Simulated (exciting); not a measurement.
Consider Be3N2, space group P6_3/mmc.

```xyz
10
Lattice="2.8417 0.0000 0.0000 -1.4208 2.4610 0.0000 0.0000 0.0000 9.7468" Properties=species:S:1:pos:R:3 pbc="T T T"
N     1.4208    0.8203    7.3101
N     0.0000    1.6406    2.4367
N     0.0000    0.0000    4.8734
N     0.0000    0.0000    0.0000
Be    0.0000    0.0000    7.3101
Be    0.0000    0.0000    2.4367
Be    0.0000    1.6406    4.1084
Be    1.4208    0.8203    8.9819
Be    1.4208    0.8203    5.6384
Be    0.0000    1.6406    0.7650
```

Absorber: atom 7, with 1 N at 1.67 Å and 3 N at 1.81 Å (distorted tetrahedral, site symmetry 3m). Method: exciting, all-electron LAPW+lo, LDA, exchange and screened direct term (singlet BSE), 6×6×1 shifted k points, 25 conduction bands, |G+q| up to 3 bohr⁻¹, full RPA screening with nempty = 50, Lorentzian half width 0.45 eV.

Question: Predict the Be K near-edge structure at this level.

Bound core exciton? Undecided on this mesh: the first bright state (over 5 % of the brightest) lies at 0.11 eV from the Kohn–Sham onset and at -1.14 eV from the lowest bare transition of its own mesh; weaker or dark states reach down to -0.07 eV. Maxima (height): 0.1 eV (0.98), 2.4 eV (0.92), 5.9 eV (0.53) and 9.9 eV (0.28).

Energy from the Kohn–Sham onset, core level to the lowest empty state found on the meshes used; Im ε in relative units:

| E (eV) | Im ε |
| --- | --- |
| -4.0 | 0.02 |
| -3.5 | 0.03 |
| -3.0 | 0.04 |
| -2.5 | 0.05 |
| -2.0 | 0.06 |
| -1.5 | 0.10 |
| -1.0 | 0.16 |
| -0.5 | 0.36 |
| 0.0 | 0.89 |
| 0.5 | 0.76 |
| 1.0 | 0.60 |
| 1.5 | 0.66 |
| 2.0 | 0.79 |
| 2.5 | 0.91 |
| 3.0 | 0.76 |
| 3.5 | 0.69 |
| 4.0 | 0.61 |
| 4.5 | 0.48 |
| 5.0 | 0.47 |
| 5.5 | 0.48 |
| 6.0 | 0.52 |
| 6.5 | 0.38 |
| 7.0 | 0.32 |
| 7.5 | 0.33 |
| 8.0 | 0.30 |
| 8.5 | 0.28 |
| 9.0 | 0.26 |
| 9.5 | 0.25 |
| 10.0 | 0.28 |
| 10.5 | 0.23 |
| 11.0 | 0.18 |
| 11.5 | 0.16 |
| 12.0 | 0.16 |
| 12.5 | 0.19 |
| 13.0 | 0.18 |
| 13.5 | 0.19 |

With 36 k points the binding energies are rough, and fine structure above the first lines is partly noise of the mesh. The kernel cutoff is low for a compact core orbital, so the effect of exchange is a lower bound. The zero comes from the unshifted 6×6×2 ground-state mesh; it is exact only where the band minimum lies on that mesh. The Kohn–Sham onset, 100 eV, is no photon energy (tabulated edge of the element: 111.5 eV): the scale needs a rigid shift. Bands and screening come from semilocal DFT, whose small gap overscreens. Vibrations and energy-dependent lifetimes are left out. The structure is a Materials Project entry, computed there, and may be a hypothetical form.

[Banner, clock and machine lines of the logs are left out without a mark of their own.]

[Logs are printed without paths, hosts, clocks, repeated set-up lines and the standing remarks that a program may print on its own settings, such as how far it seeks lower states.]

[Hosts, paths, dates, database ids (printed as entryN), source tags and the programs' standing remarks are cut or masked in the printed files.]
